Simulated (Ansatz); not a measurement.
# Ba on Cu(100): change of the work function, part 3 of 3

Wanted: Δφ(θ) for Ba/Cu(100), starting from the hollow site.

Ansatz 0.2.0; plane-wave DFT, PBE, Ansatz PAW.

So far, work function, upper face (eV): step 2 (the clean slab) 4.57; step 3 (37 atoms, coverage 0.111 ML, cell 3x3) 1.91.

### 4. Adsorbate added, k-mesh 6×6×1, coverage 0.25 ML

System of this step: Ba/Cu(100). The cell holds 17 atoms: 16 Cu and 1 Ba. Cell: a = 5.105 Å, b = 5.105 Å, c = 26.503 Å, α = 90.0°, β = 90.0°, γ = 90.0°. Vacuum lies along c.

Another coverage, to see how the dipoles act on each other as their distance changes.

File input.yaml:

```yaml
crystal:
  lattice:
    - [5.1053109602, 0.0, 0.0]
    - [0.0, 5.1053109602, 0.0]
    - [0.0, 0.0, 26.5027977748]
  atoms:
    - { symbol: Cu, position: [0.25, 0.25, 0.3395867892] }
    - { symbol: Cu, position: [0.0, 0.0, 0.4076928063] }
    - { symbol: Cu, position: [0.25, 0.25, 0.4769809599] }
    - { symbol: Cu, position: [0.0, 0.0, 0.5440168834] }
    - { symbol: Cu, position: [0.25, 0.75, 0.3395867892] }
    - { symbol: Cu, position: [0.0, 0.5, 0.4076928063] }
    - { symbol: Cu, position: [0.25, 0.75, 0.4769809599] }
    - { symbol: Cu, position: [0.0, 0.5, 0.5440168834] }
    - { symbol: Cu, position: [0.75, 0.25, 0.3395867892] }
    - { symbol: Cu, position: [0.5, 0.0, 0.4076928063] }
    - { symbol: Cu, position: [0.75, 0.25, 0.4769809599] }
    - { symbol: Cu, position: [0.5, 0.0, 0.5440168834] }
    - { symbol: Cu, position: [0.75, 0.75, 0.3395867892] }
    - { symbol: Cu, position: [0.5, 0.5, 0.4076928063] }
    - { symbol: Cu, position: [0.75, 0.75, 0.4769809599] }
    - { symbol: Cu, position: [0.5, 0.5, 0.5440168834] }
    - { symbol: Ba, position: [0.25, 0.25, 0.6604132108] }
kpoints:
  mp_grid: { grid: [6, 6, 1] }
hamiltonian:
  xc: pbe
scf:
  occupations: { method: fermi_dirac, width: 0.1 }
  convergence: { dr2_threshold: 1.0e-08 }
efield:
  axis: 3
  dipole_correction: true
  ramp_position: 0.97
  ramp_width: 0.06
relax:
  f_tol: 0.02
  max_steps: 60
  constraints: [{ sites: [0, 1, 4, 5, 8, 9, 12, 13] }]
output:
  dos: { projected: true, e_range: [-8, 4] }
  write_potential: true
  write_density: true
  volumetric_format: npy
  elf: true
```

Command:

```sh
$ ansatz run input.yaml --threads 4 --pin off --max-ram 16384MiB --backend cpu --events-out ev --progress --plain --runs-dir out
```

Numbers of over 12 decimals in the logs are rounded to 6 here.

What it wrote:

```text
[...]
Crystal: 17 atoms, lattice volume = 690.774 Å³
Basis set: ecut = 420 eV, 13473 PW (Γ), exchange–correlation on 72×72×360 points (8 copies of the dense FFT grid, shifted against one another)
Bands: 189, of which v1, the nominal top of the filled ones, is band 157 counted from 1 (156 counted from 0)
Symmetry: 8 space group operations
[...]
k-points: 10 of 36
[...]
SCF iter   1: F=—  HF=-111948.292655 eV  |F-HF|=—  |Δ(HF+E_count)|=         —  Δρ=3.56e-3  dr2=2.21e0  ethr=1.77e-3  p=0.362 e·Å  D=9.47e-2 V/Å  ΔV_dip=-2.51 eV  dr2_dipole=1.33e0  V_vac-E_F(+/−)=2.07/4.58 eV  ⟨swp⟩=10.8  Hψ=9475  notcnv=0  defer=101
[...]
SCF iter  14: F=-111948.238204 eV  HF=-111948.238204 eV  |F-HF|=3.75e-8  |Δ(HF+E_count)|=   2.75e-8  Δρ=6.02e-7  dr2=4.67e-9  ethr=3.18e-12  p=0.282 e·Å  D=7.38e-2 V/Å  ΔV_dip=-1.96 eV  dr2_dipole=2.86e-10  V_vac-E_F(+/−)=2.60/4.55 eV  ⟨swp⟩=16.2  Hψ=17546  notcnv=0
SCF 1 converged in 14 iterations: F = -111948.238204 eV  dr2 = 4.67e-9
[...]
relax step   1: F+E_penalty+E_count = -111948.23820372 eV  Δ(F+E_penalty+E_count) = +0.000e0 eV  max|allowed force component| = 9.813e-1 eV/Å  Δτ_max = 0.0000 Å  (14 SCF iters, accepted)
[...]
SCF iter  14: F=-111948.399110 eV  HF=-111948.399110 eV  |F-HF|=1.06e-8  |Δ(HF+E_count)|=   7.55e-9  Δρ=4.23e-7  dr2=2.48e-9  ethr=3.18e-12  p=0.289 e·Å  D=7.56e-2 V/Å  ΔV_dip=-2.00 eV  dr2_dipole=3.12e-11  V_vac-E_F(+/−)=2.54/4.55 eV  ⟨swp⟩=14.6  Hψ=15566  notcnv=0
SCF 2 converged in 14 iterations: F = -111948.399110 eV  dr2 = 2.48e-9
relax step   2: F+E_penalty+E_count = -111948.39910954 eV  Δ(F+E_penalty+E_count) = -1.609e-1 eV  max|allowed force component| = 8.477e-1 eV/Å  Δτ_max = 0.1676 Å  (14 SCF iters, accepted)
SCF iter   1: F=—  HF=-111948.572455 eV  |F-HF|=—  |Δ(HF+E_count)|=         —  Δρ=2.27e-3  dr2=1.22e-1  ethr=2.95e-4  p=0.289 e·Å  D=7.56e-2 V/Å  ΔV_dip=-2.00 eV  dr2_dipole=3.49e-4  V_vac-E_F(+/−)=2.56/4.56 eV  ⟨swp⟩=6.3  Hψ=5429  notcnv=0  defer=122
[...]
SCF iter  14: F=-111948.555028 eV  HF=-111948.555028 eV  |F-HF|=1.20e-8  |Δ(HF+E_count)|=   1.64e-8  Δρ=4.09e-7  dr2=4.06e-9  ethr=3.18e-12  p=0.303 e·Å  D=7.93e-2 V/Å  ΔV_dip=-2.10 eV  dr2_dipole=8.81e-11  V_vac-E_F(+/−)=2.43/4.53 eV  ⟨swp⟩=14.8  Hψ=15872  notcnv=0
SCF 3 converged in 14 iterations: F = -111948.555028 eV  dr2 = 4.06e-9
relax step   3: F+E_penalty+E_count = -111948.55502777 eV  Δ(F+E_penalty+E_count) = -1.559e-1 eV  max|allowed force component| = 4.642e-1 eV/Å  Δτ_max = 0.1983 Å  (14 SCF iters, accepted)
[...]
relax step   4: F+E_penalty+E_count = -111948.59490286 eV  Δ(F+E_penalty+E_count) = -3.988e-2 eV  max|allowed force component| = 1.371e-1 eV/Å  Δτ_max = 0.1950 Å  (14 SCF iters, accepted)
[...]
relax step   5: F+E_penalty+E_count = -111948.59759598 eV  Δ(F+E_penalty+E_count) = -2.693e-3 eV  max|allowed force component| = 8.942e-2 eV/Å  Δτ_max = 0.0208 Å  (11 SCF iters, accepted)
SCF iter   1: F=—  HF=-111948.604768 eV  |F-HF|=—  |Δ(HF+E_count)|=         —  Δρ=1.67e-3  dr2=1.94e-2  ethr=2.90e-5  p=0.318 e·Å  D=8.34e-2 V/Å  ΔV_dip=-2.21 eV  dr2_dipole=3.30e-3  V_vac-E_F(+/−)=2.31/4.52 eV  ⟨swp⟩=3.0  Hψ=3540  notcnv=0  defer=147
[...]
SCF iter  12: F=-111948.599551 eV  HF=-111948.599551 eV  |F-HF|=2.60e-9  |Δ(HF+E_count)|=   6.37e-9  Δρ=7.96e-7  dr2=5.01e-9  ethr=3.18e-12  p=0.316 e·Å  D=8.27e-2 V/Å  ΔV_dip=-2.19 eV  dr2_dipole=5.49e-10  V_vac-E_F(+/−)=2.34/4.53 eV  ⟨swp⟩=8.8  Hψ=12676  notcnv=0
SCF 6 converged in 12 iterations: F = -111948.599551 eV  dr2 = 5.01e-9
relax step   6: F+E_penalty+E_count = -111948.59955143 eV  Δ(F+E_penalty+E_count) = -1.955e-3 eV  max|allowed force component| = 1.937e-2 eV/Å  Δτ_max = 0.0256 Å  (12 SCF iters, accepted)
[...]
SCF converged after 12 iterations
Free energy (F): -111948.599551 eV
[...]
Internal energy: -111948.358161 eV  (E = F + TS)
E sigma→0 (E₀):  -111948.478856 eV
Entropy (-TS):   -0.241390 eV (-14.199 meV/atom)
Fermi energy:    3.002417 eV
Dipole field:    D = 0.082669 V/Å  (p = 0.315586 e·Å, saw-weighted, corrected)
Work function:   Φ+ = 2.3377 eV   Φ− = 4.5287 eV
[...]
--- Forces (eV/Å), atoms counted from 1 ---
  atom   1  Cu     0.00000000    -0.00000000     0.10916284
  atom   2  Cu     0.03390244     0.03390244    -0.13468204
  atom   3  Cu     0.00000000    -0.00000000     0.01493163
  atom   4  Cu     0.00135326     0.00135326     0.01937421
  atom   5  Cu     0.00000000     0.00000000     0.12077855
  atom   6  Cu     0.03390244    -0.03390244    -0.13468204
  atom   7  Cu    -0.00000000     0.00000000     0.00695031
  atom   8  Cu     0.00135326    -0.00135326     0.01937421
  atom   9  Cu     0.00000000     0.00000000     0.12077855
  atom  10  Cu    -0.03390244     0.03390244    -0.13468204
  atom  11  Cu     0.00000000     0.00000000     0.00695031
  atom  12  Cu    -0.00135326     0.00135326     0.01937421
  atom  13  Cu     0.00000000     0.00000000     0.09993798
  atom  14  Cu    -0.03390244    -0.03390244    -0.13468204
  atom  15  Cu    -0.00000000    -0.00000000    -0.00509603
  atom  16  Cu    -0.00135326    -0.00135326     0.01937421
  atom  17  Ba    -0.00000000    -0.00000000    -0.01314344
  max |Σ_I F_I| component: 1.94e-5 eV/Å
--- Band table (eV; the first three rows and the last of 10) ---
  k-point 0: bands = [... 153 lower, 2.5011, 2.5469, 2.5469, 2.7516, 2.7524, 2.9713, 2.9713, 3.0100, ... 28 higher]
  k-point 1: bands = [... 153 lower, 2.0364, 2.7582, 2.7899, 2.8653, 2.8974, 3.1958, 3.2343, 4.0788, ... 28 higher]
  k-point 2: bands = [... 153 lower, 2.2437, 2.6648, 3.1540, 3.1784, 3.4462, 3.5858, 3.9495, 4.1109, ... 28 higher]
  k-point 9: bands = [... 153 lower, 1.7306, 1.7306, 1.7943, 2.8081, 2.9735, 2.9735, 3.1428, 4.0456, ... 28 higher]
--- Relaxed structure (6 steps of the walk, 6 accepted, 0 SCFs on fresh bases) ---
  F+E_penalty+E_count = -111948.59955143 eV   max|allowed force component| = 1.937e-2 eV/Å
  atoms:
    - { symbol: Cu, position: [0.25, 0.25, 0.339587] }
    - { symbol: Cu, position: [0.0, 0.0, 0.407693] }
    - { symbol: Cu, position: [0.25, 0.25, 0.477103] }
    - { symbol: Cu, position: [-0.00334189, -0.00334189, 0.544555] }
    - { symbol: Cu, position: [0.25, 0.75, 0.339587] }
    - { symbol: Cu, position: [0.0, 0.5, 0.407693] }
    - { symbol: Cu, position: [0.25, 0.75, 0.476669] }
    - { symbol: Cu, position: [-0.00334189, 0.503342, 0.544555] }
    - { symbol: Cu, position: [0.75, 0.25, 0.339587] }
    - { symbol: Cu, position: [0.5, 0.0, 0.407693] }
    - { symbol: Cu, position: [0.75, 0.25, 0.476669] }
    - { symbol: Cu, position: [0.503342, -0.00334189, 0.544555] }
    - { symbol: Cu, position: [0.75, 0.75, 0.339587] }
    - { symbol: Cu, position: [0.5, 0.5, 0.407693] }
    - { symbol: Cu, position: [0.75, 0.75, 0.475570] }
    - { symbol: Cu, position: [0.503342, 0.503342, 0.544555] }
    - { symbol: Ba, position: [0.25, 0.25, 0.639531] }
```

It took 6.5 min on 4 threads of Arm Neoverse V1, shared host; peak memory 3.3 GiB; 26 min of CPU time.

Step by step:

```csv
step,energy less that of the first step (eV),largest force component (eV/Å)
1,0.0000,0.9813
2,-0.1609,0.8477
3,-0.3168,0.4642
4,-0.3567,0.1371
5,-0.3594,0.0894
6,-0.3613,0.0194
```

The run keeps the 8 symmetry operations that it works with, so distortions that break them were not tested.

The atoms that moved most (Å):

```csv
atom,dx,dy,dz,length
Ba17,0.000,0.000,-0.553,0.553
Cu15,0.000,0.000,-0.037,0.037
Cu16,0.017,0.017,0.014,0.028
Cu12,0.017,-0.017,0.014,0.028
Cu8,-0.017,0.017,0.014,0.028
Cu4,-0.017,-0.017,0.014,0.028
Cu7,0.000,0.000,-0.008,0.008
Cu11,0.000,0.000,-0.008,0.008
```

The relaxed structure:

```xyz
17
Lattice="5.1053 0.0000 0.0000 0.0000 5.1053 0.0000 0.0000 0.0000 26.5028" Properties=species:S:1:pos:R:3
Cu    1.2763    1.2763    9.0000
Cu    0.0000    0.0000   10.8050
Cu    1.2763    1.2763   12.6446
Cu   -0.0171   -0.0171   14.4322
Cu    1.2763    3.8290    9.0000
Cu    0.0000    2.5527   10.8050
Cu    1.2763    3.8290   12.6331
Cu   -0.0171    2.5697   14.4322
Cu    3.8290    1.2763    9.0000
Cu    2.5527    0.0000   10.8050
Cu    3.8290    1.2763   12.6331
Cu    2.5697   -0.0171   14.4322
Cu    3.8290    3.8290    9.0000
Cu    2.5527    2.5527   10.8050
Cu    3.8290    3.8290   12.6039
Cu    2.5697    2.5697   14.4322
Ba    1.2763    1.2763   16.9494
```

This step gave:

| Quantity | Value |
| --- | --- |
| energy at zero smearing | -111948.4789 eV |
| work function, upper face | 2.338 eV |
| work function, lower face | 4.529 eV |
| dipole along the normal | 0.3156 e·Å |
| step between the vacuum levels | -2.191 eV |

Running mean over 1.805 Å of the planar mean; the ramp of the sawtooth is left out. Electron's electrostatic potential energy less the Fermi level against z:

```csv
z (Å),electron's electrostatic potential energy less the Fermi level (eV)
3.5,4.53
4.0,4.53
4.5,4.53
5.0,4.53
5.5,4.52
6.0,4.49
6.5,4.40
7.0,4.05
7.5,2.68
8.0,-1.46
8.5,-6.20
9.0,-8.31
9.5,-8.64
10.0,-8.73
10.5,-8.80
11.0,-8.77
11.5,-8.65
12.0,-8.66
12.5,-8.78
13.0,-8.82
13.5,-8.79
14.0,-8.72
14.5,-8.33
15.0,-6.21
15.5,-2.66
16.0,-1.19
16.5,-2.45
17.0,-3.43
17.5,-2.83
18.0,-1.21
18.5,0.449
19.0,1.45
19.5,1.89
20.0,2.12
20.5,2.23
21.0,2.29
21.5,2.31
22.0,2.33
22.5,2.33
23.0,2.34
```

The density of states has structure finer than the step of the table below, so its rows give means over 0.25 eV, whole bins alone (the curve runs from -8 to 1.98 eV). Peaks (eV: height): -2.830: 89.4, -2.770: 99.7, -2.440: 78.1, -2.230: 81.2, -1.740: 90.6, -1.650: 93.9, -1.500: 87.7.

Density of states against energy, zero at the Fermi level; means over each step:

energy (eV), density of states (states/eV a cell) and a bar:
```
    -7.75        1.1 
    -7.50        1.2 
    -7.25        1.3 
    -7.00        2.5 #
    -6.75        2.8 #
    -6.50        2.2 
    -6.25        2.6 #
    -6.00        3.0 #
    -5.75        3.8 #
    -5.50        3.6 #
    -5.25        5.2 ##
    -5.00        7.0 ##
    -4.75       12.7 #####
    -4.50       18.5 #######
    -4.25       24.6 #########
    -4.00       39.4 ###############
    -3.75       27.0 ##########
    -3.50       32.5 ############
    -3.25       40.2 ###############
    -3.00       50.1 ###################
    -2.75       62.7 ########################
    -2.50       51.0 ###################
    -2.25       70.0 ###########################
    -2.00       65.0 #########################
    -1.75       78.1 ##############################
    -1.50       46.1 ##################
    -1.25       12.0 ####
    -1.00        7.5 ##
    -0.75        5.5 ##
    -0.50        5.6 ##
    -0.25        7.0 ##
     0.00        9.1 ###
     0.25        6.4 ##
     0.50        7.7 ###
     0.75        5.6 ##
     1.00        6.9 ##
     1.25        8.5 ###
     1.50       11.2 ####
     1.75        8.9 ###
```

Projected DOS per atom over height of the atomic layer and energy from the Fermi level. Layers: Cu4 Cu4 Cu4 Cu4 Ba from below.

Values in states/eV, 22 rows by 5 columns, each cell a mean:
```
0.12 0.14 0.15 0.18 0.10
0.15 0.17 0.16 0.22 0.36
0.19 0.19 0.16 0.15 0.21
0.23 0.25 0.20 0.20 0.78
0.35 0.31 0.36 0.30 0.68
0.28 0.24 0.24 0.27 0.47
0.54 0.37 0.35 0.32 0.36
3.35 2.09 1.75 1.25 0.16
5.69 3.60 4.19 4.15 0.18
4.76 3.09 3.24 5.06 0.17
3.25 3.29 3.44 4.70 0.16
2.05 2.89 2.58 2.94 0.04
1.30 2.13 1.89 1.92 0.01
1.01 2.83 2.76 1.43 0.03
0.55 1.24 1.32 0.71 0.05
0.29 0.52 0.58 0.37 0.04
0.17 0.30 0.31 0.21 0.02
0.13 0.26 0.26 0.15 0.01
0.11 0.17 0.17 0.12 0.02
0.14 0.19 0.18 0.15 0.03
0.04 0.12 0.12 0.05 0.01
0.03 0.11 0.11 0.03 0.00
```
Columns: height of the atomic layer (Å) from 9 to 16.9 (not evenly spaced); rows upwards: energy from the Fermi level (eV) from -7.96 to 1.95.

ELF in the ca plane at fractional y = 0.250, with atoms of Cu and Ba within 0.2 Å of it. It is the smooth field of the valence electrons, not physical close to the nuclei.

Values, 8 rows by 16 columns, each cell a mean:
```
0.17 0.19 0.23 0.23 0.22 0.19 0.25 0.27 0.18 0.12 0.08 0.14 0.19 0.07 0.01 0.00
0.16 0.54 0.20 0.23 0.28 0.46 0.22 0.26 0.25 0.11 0.14 0.27 0.21 0.07 0.01 0.00
0.16 0.40 0.20 0.23 0.24 0.35 0.23 0.26 0.23 0.09 0.10 0.23 0.20 0.07 0.01 0.00
0.19 0.20 0.25 0.23 0.24 0.21 0.26 0.27 0.17 0.27 0.14 0.11 0.18 0.08 0.01 0.00
0.17 0.19 0.23 0.23 0.22 0.19 0.26 0.27 0.39 0.82 0.59 0.10 0.16 0.09 0.02 0.00
0.16 0.54 0.20 0.23 0.27 0.47 0.23 0.23 0.58 0.28 0.76 0.14 0.14 0.09 0.02 0.00
0.16 0.40 0.20 0.23 0.23 0.35 0.23 0.24 0.55 0.49 0.74 0.13 0.15 0.09 0.02 0.00
0.20 0.20 0.25 0.23 0.24 0.21 0.26 0.27 0.29 0.75 0.45 0.09 0.16 0.08 0.02 0.00
```
Columns run along c (16.0 Å, from fractional 0.29 to 0.89 of the cell), rows up along a (5.1 Å). Atoms in or near the plane, at fractional coordinates: Cu at (0.34, 0.25), Cu at (0.48, 0.25), Cu at (0.34, 0.75), Cu at (0.48, 0.75), Ba at (0.64, 0.25).

Electrostatic potential energy in the ca plane at fractional y = 0.250, with atoms of Cu and Ba within 0.2 Å of it. With pseudopotentials it is smooth inside the atoms' cores, unlike the true potential.

Values in eV, 8 rows by 16 columns, each cell a mean:
```
  3 -11   2   3  -2  -8   4   5   5   2   3   5   6   6   6   6
 -6 -46  -8   5 -23 -40   3   6   6   5   5   5   6   6   6   6
 -3 -39  -5   5 -17 -33   3   6   6   4   4   5   6   6   6   6
  5  -2   3   3   2  -1   4   4   4   0   2   5   6   6   6   6
  3 -11   2   3  -2  -8   4   4  -5 -24  -7   4   5   6   6   6
 -6 -46  -8   5 -22 -40   3   5 -17 -42 -18   3   5   6   6   6
 -3 -39  -5   5 -17 -33   3   5 -14 -39 -16   3   5   6   6   6
  5  -2   3   3   2  -1   4   4  -1 -15  -3   4   5   6   6   6
```
Columns run along c (16.0 Å, from fractional 0.29 to 0.89 of the cell; values clipped at the 3rd and 97th percentile), rows up along a (5.1 Å). Atoms in or near the plane, at fractional coordinates: Cu at (0.34, 0.25), Cu at (0.48, 0.25), Cu at (0.34, 0.75), Cu at (0.48, 0.75), Ba at (0.64, 0.25).

Valence density in the ca plane at fractional y = 0.250, with atoms of Cu and Ba within 0.2 Å of it. It is the smooth field of the valence electrons, not physical close to the nuclei.

Ten steps, logarithmic in the rise over the least value, from '0' (0 e/Å³) to '9' (43 e/Å³), each cell a mean:
```
00011100010011110000000000000000000000000000
00244310000124431000000000000000000000000000
01489620000148962000000000000000000000000000
01599620000149972000000000000000000000000000
00367410000136741000000000000000000000000000
00122110000012211000000000000000000000000000
00001100110001100011000000000000000000000000
00011100010011110000000012211000000000000000
00244310000124431000000123322000000000000000
01489620000148962000000222222100000000000000
01599620000148972000000222122100000000000000
00367410000136751000000122232100000000000000
00122110000012211000000122221000000000000000
00001100110001110011000001110000000000000000
```
Columns run along c (16.0 Å, from fractional 0.29 to 0.89 of the cell), rows up along a (5.1 Å). Atoms in or near the plane, at fractional coordinates: Cu at (0.34, 0.25), Cu at (0.48, 0.25), Cu at (0.34, 0.75), Cu at (0.48, 0.75), Ba at (0.64, 0.25).

The relaxation took 6 steps and lowered the energy by 0.36 eV; the largest force on the free atoms ends at 0.019 eV/Å.

By hand: a sheet of dipoles makes a step −p/(ε₀A) in the electron's potential. With e/ε₀ = 180.95 V·Å, p = 0.3156 e·Å and A = 26.06 Å², that is −180.95 × (0.3156) / 26.06 = -2.191 eV, and the two vacuum levels of the run differ by -2.191 eV.

The covered face has 2.34 eV, -2.23 eV against the clean one; the bare back face has moved by -0.05 eV, a measure of how thin the slab is.

### 5. Work function against coverage

This step: plane-wave DFT, PBE, Ansatz PAW; work function against coverage (Ansatz 0.2.0).

The runs are now put side by side.

Numbers from this step:

- work function of the clean face: 4.571 eV
- largest change of the work function: -2.656 eV

The work function of the covered face by coverage:

```csv
coverage (adsorbates/nm²),work function of the covered face (eV)
0.00,4.57
1.71,1.91
3.84,2.34
```

The dipole per adsorbate comes from the change of the cell's dipole. Coverage, by row:

```csv
coverage (1/nm²),coverage (ML),work function (eV),change (eV),"dipole per adsorbate, positive end outwards (debye)",mean height of the added atoms over the highest substrate atom (Å)
1.705,0.1111,1.914,-2.656,4.069,2.394
3.837,0.25,2.338,-2.233,1.508,2.517
```

### 6. Outcome

```yaml
work_function_of_the_clean_face: 4.57 eV
work_function_at_0p11_ml: 1.91 eV
work_function_at_0p25_ml: 2.34 eV
dipole_per_adsorbate_at_0p11_ml_positive_end_outwards: 4.07 D
```

**Reading.** Ba lowers the work function of Cu(100) at the lowest coverage, by 2.66 eV: the adsorbate layer has its positive end outwards. The slab has 4 layers, at the tabulated experimental lattice constant, one starting site was run, and quantum-size effects of a slab this thin can reach one or two tenths of an eV.

[Logs are printed without paths, hosts, clocks, repeated set-up lines and the standing remarks that a program may print on its own settings, such as how far it seeks lower states.]

[Hosts, paths, dates, database ids (printed as entryN), source tags and the programs' standing remarks are cut or masked in the printed files.]

[Maps of the electrostatic potential energy from Ansatz leave out the sawtooth potential of an applied field or a dipole correction, so their vacuum need not be flat; planar profiles and work functions include it.]

[The density of states shown here was stored with 400 of the rows of the run's finer table, so its peaks can read low, often by over a quarter, or be missed, and its means over a window can be off by a tenth or more.]
